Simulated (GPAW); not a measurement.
# Screening of a field by a 8-layer slab of Na(100), part 2 of 2

How does a 8-layer slab of Na(100) screen a perpendicular field?

GPAW 26.7.0; GPAW, PAW setups; slab in vacuum, relaxation (the session's first sound run).

So far. Step 8 (Field on): The dipole is now 0.188 e Å, against -2.8e-4 in the run without a field.

## Step 9: Field on

Contents of run.py:

```python
import json
import numpy as np
from ase import Atoms
from gpaw import GPAW, PW
from gpaw.external import ConstantElectricField

slab = Atoms(
    ['Na', 'Na', 'Na', 'Na', 'Na', 'Na', 'Na', 'Na'],
    positions=[
        [2.11500, 2.11500, 8.00000],
        [0.00000, 0.00000, 10.11500],
        [2.11500, 2.11500, 12.23000],
        [0.00000, 0.00000, 14.34500],
        [2.11500, 2.11500, 16.46000],
        [0.00000, 0.00000, 18.57500],
        [2.11500, 2.11500, 20.69000],
        [0.00000, 0.00000, 22.80500]],
    cell=[[4.23, 0.0, 0.0], [0.0, 4.23, 0.0], [0.0, 0.0, 30.805]],
    pbc=[True, True, False])

slab.calc = GPAW(mode=PW(400), xc='PBE', kpts={'size': (8, 8, 1), 'gamma': True},
                 occupations={'name': 'fermi-dirac', 'width': 0.1}, nbands='160%',
                 convergence={'density': 1e-05}, maxiter=200,
                 poissonsolver={'dipolelayer': 'xy'},
                 external=ConstantElectricField(0.2, [0, 0, 1]),
                 symmetry={'tolerance': 1e-3}, txt='slab.txt')
result = {}
energy = slab.get_potential_energy()
fermi = slab.calc.get_fermi_level()
v = slab.calc.get_electrostatic_potential().mean((0, 1)) - fermi
n = slab.calc.get_pseudo_density().mean((0, 1))
L = slab.cell[2, 2]
z = np.arange(len(v)) * L / len(v)
low, high = slab.positions[:, 2].min(), slab.positions[:, 2].max()
below, above = np.interp([low - 5.8, high + 5.8], z, v)
slopes = [np.interp(x, z, np.gradient(v, z)) for x in (low - 5.8, high + 5.8)]
eps = np.array([[slab.calc.get_eigenvalues(k, s) for k in range(len(slab.calc.get_ibz_k_points()))]
                for s in range(slab.calc.get_number_of_spins())]) - fermi
top, bottom = eps[eps < 0].max(), eps[eps > 0].min()
dipole = slab.get_dipole_moment()[2]
print(f'energy {energy:.4f} eV, Fermi level {fermi:.4f} eV, dipole {dipole:.5f} e A')
print(f'potential 5.8 A off the faces, from the Fermi level: lower {below:.4f} eV, upper {above:.4f} eV')
print(f'slope of the potential there: lower {slopes[0]:.5f}, upper {slopes[1]:.5f} eV/A')
print(f'nearest levels on the mesh: {top:.4f} and {bottom:.4f} eV')
print('magnetic moment', round(slab.get_magnetic_moment(), 3))
result.update(energy=energy, fermi=fermi, dipole=dipole, below=below, above=above, slopes=slopes, edges=[top, bottom],
              z=z.tolist(), v=v.tolist(), n=n.tolist(), positions=slab.positions.tolist(),
              forces=slab.get_forces(apply_constraint=False).tolist(), moments=slab.get_magnetic_moments().tolist())
json.dump(result, open('result.json', 'w'))
```

Started as:

```console
> OMP_NUM_THREADS=1 OPENBLAS_NUM_THREADS=1 python run.py
```

The program printed:

```text
energy -10.1319 eV, Fermi level -1.0245 eV, dipole 0.37733 e A
potential 5.8 A off the faces, from the Fermi level: lower 4.5810 eV, upper 0.7657 eV
slope of the potential there: lower -0.00140, upper 0.00026 eV/A
nearest levels on the mesh: -0.0856 and 0.0408 eV
magnetic moment 0.0
```

Elapsed: 2.5 min, on 1 thread of Intel Xeon 6975P-C (Granite Rapids), shared host; peak memory 0.6 GiB.

The dipole is now 0.377 e Å, against -2.8e-4 in the run without a field.

## Step 10: Field on

Edit run.py of step 9 so:

```diff
@@ -24,3 +24,3 @@
                  poissonsolver={'dipolelayer': 'xy'},
-                 external=ConstantElectricField(0.2, [0, 0, 1]),
+                 external=ConstantElectricField(0.3, [0, 0, 1]),
                  symmetry={'tolerance': 1e-3}, txt='slab.txt')
```

The program printed:

```text
energy -10.1790 eV, Fermi level -1.0359 eV, dipole 0.56694 e A
potential 5.8 A off the faces, from the Fermi level: lower 5.5703 eV, upper -0.1620 eV
slope of the potential there: lower -0.00240, upper 0.00021 eV/A
nearest levels on the mesh: -0.0849 and 0.0413 eV
magnetic moment 0.0
```

Run time: 3 min. Hardware: 1 thread; peak memory 0.59 GiB.

The electrostatic potential energy of an electron (without an applied field's), less the Fermi level, planar mean oscillates, so the rows of the table below give means over windows of 2.14 Å about each position, cut where the curve ends. Its maxima inside the range that stand out by 2 % of the span (Å: eV): 0.5: 5.57, 9.0: 2.75, 11.1: 2.11, 13.3: 1.45, 15.4: 0.826, 17.4: 0.181, 19.6: -0.442, 21.7: -1.03. Its minima: 8.0: 0.484, 10.2: -0.0271, 12.3: -0.653, 14.3: -1.33, 16.5: -1.98, 18.6: -2.57, 20.8: -3.18, 22.8: -3.99.

Table of electrostatic potential energy of an electron (without an applied field's), less the Fermi level, planar mean by z; means over each step:

| z (Å) | electrostatic potential energy of an electron (without an applied field's), less the Fermi level, planar mean (eV) |
| --- | --- |
| 1.07 | 5.32 |
| 3.21 | 5.56 |
| 5.35 | 5.34 |
| 7.49 | 2.49 |
| 9.63 | 1.51 |
| 11.77 | 0.858 |
| 13.91 | 0.195 |
| 16.05 | -0.444 |
| 18.19 | -1.07 |
| 20.33 | -1.70 |
| 22.47 | -2.40 |
| 24.61 | -0.608 |
| 26.75 | -0.170 |
| 28.89 | -0.162 |

The dipole is now 0.567 e Å, against -2.8e-4 in the run without a field.

## Step 11: The series

The members are put on one axis.

This step: induced dipole against applied field (GPAW 26.7.0).

The dipole along the normal by field:

| field (V/Å) | dipole along the normal (e·Å) |
| --- | --- |
| -0.200 | -0.377 |
| -0.100 | -0.188 |
| -0.050 | -0.0942 |
| 0.000 | -2.8e-4 |
| 0.050 | 0.0942 |
| 0.100 | 0.188 |
| 0.200 | 0.377 |
| 0.300 | 0.567 |

## Step 12: Results

| Quantity | Value |
| --- | --- |
| work function, both faces | 2.65 eV |
| dipole along the normal | -2.8e-4 e Å, near the numerical noise |
| induced dipole per field | 1.89 e Å per V/Å |
| out-of-plane polarisability per area, α/(ε0 A) | 19.1 Å |

**Reading.** The field induces 1.89 e Å per V/Å, a polarisable thickness α/(ε0 A) of 19.1 Å beside 14.8 Å between the outermost nuclei. A perfect conductor would give the distance between its two image planes; a dielectric of thickness t gives t(1 - 1/ε). The measured value for polycrystalline Na, which weights the faces of low work function, is 2.75 eV (as compiled in "Anisotropic work function of elemental crystals", 2019, arxiv:1902.07811); the relaxed upper face lies 0.10 eV under it with PBE. Measured work functions scatter by a tenth of an eV or more between methods. The induced dipole is linear in the field over this range. The small printed dipole stands for a step of 2.9 meV from the lower to the upper face, and the probes find 0.39 meV; values this small are near the numerical noise of both. The in-plane lattice was kept as typed, which isn't the functional's own and leaves some strain; spin-orbit coupling and temperature are left out.

[Logs are printed without paths, hosts, clocks, repeated set-up lines and the standing remarks that a program may print on its own settings, such as how far it seeks lower states.]

[Hosts, paths, dates, database ids (printed as entryN), source tags and the programs' standing remarks are cut or masked in the printed files.]
